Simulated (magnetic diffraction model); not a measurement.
**YbMg₂NbS₆: the ordered moment from one line**

Space group Fm-3m (no. 225), a = 9.4630 Å.

| site | atom | x | y | z |
| --- | --- | --- | --- | --- |
| 4b | Yb | 1/2 | 0 | 0 |
| 4a | Nb | 0 | 0 | 0 |
| 24e | S | 1/2 | 0.2584 | 0 |
| 8c | Mg | 1/4 | 1/4 | 3/4 |

The compound is invented for this exercise: a known structure type with other elements, its cell scaled to their sizes and not relaxed.

Only Yb is taken to order (form factors of Yb3+); orders and moment sizes are assumed, and not adapted to the symmetry. Radiation: neutrons of λ = 1.594 Å, 8° to 80°; isotropic B of 0.37 Å² (Yb), 0.45 Å² (Nb), 0.72 Å² (S) and 0.59 Å² (Mg). The intensities are simulated: I ∝ L Σ (|F_N|² + |F_M⊥|²) for unpolarised neutrons, with F_M = 2.695 fm/μB × Σ f(s) S exp(2πi Q·r) exp(−B s²) at Q = H ± k (one set where k and −k are equivalent), only the part normal to Q counting and L = 1/(sin²θ cos θ). For collinear order S is the moment m, which repeats by lattice and centring translations R with the sign exp(−2πi k·R). Form factors are spin-only for 3d ions and dipole or tabulated for f ions, scattering lengths are Sears's of 1992, and absorption is left out. A label names one of the reflections at its angle. The strongest nuclear line in the range is 100, and lines under 0.2 are left out.

In a first state the assumed order is k = (0 0 0), collinear moments along [101], 2.8 μB on Yb, with this pattern:

```csv
2θ (°),index,nuclear,magnetic
16.78,(1 1 1),5.9,10.5
19.39,(2 0 0),34.4,5.8
27.56,(2 2 0),100.0,5.4
32.44,(3 1 1),7.8,7.5
33.93,(2 2 2),4.7,2.3
39.38,(4 0 0),91.9,1.2
43.08,(3 3 1),6.7,3.9
44.25,(4 2 0),27.8,3.6
48.74,(4 2 2),67.8,2.9
51.91,(5 1 1),3.4,3.2
56.91,(4 4 0),93.2,1.0
59.77,(5 3 1),3.4,3.4
60.71,(6 0 0),20.0,2.0
64.37,(6 2 0),43.5,1.4
67.05,(5 3 3),2.2,1.2
67.93,(6 2 2),3.3,1.2
```
(The table stops after 16 lines; 4 more lie at higher angle.)

**Question.** Nearer the ordering temperature the line at 16.78° has total intensity 13.4 on the same scale, and all moments have shrunk alike. How large is the Yb moment?

The nuclear part, 5.9, stays, so the magnetic part is 7.6 against 10.5. It goes as m², so m = 2.8 × √(7.6/10.5) = 2.38 μB; the value used was 2.38 μB.

[Logs are printed without paths, hosts, clocks, repeated set-up lines and the standing remarks that a program may print on its own settings, such as how far it seeks lower states.]
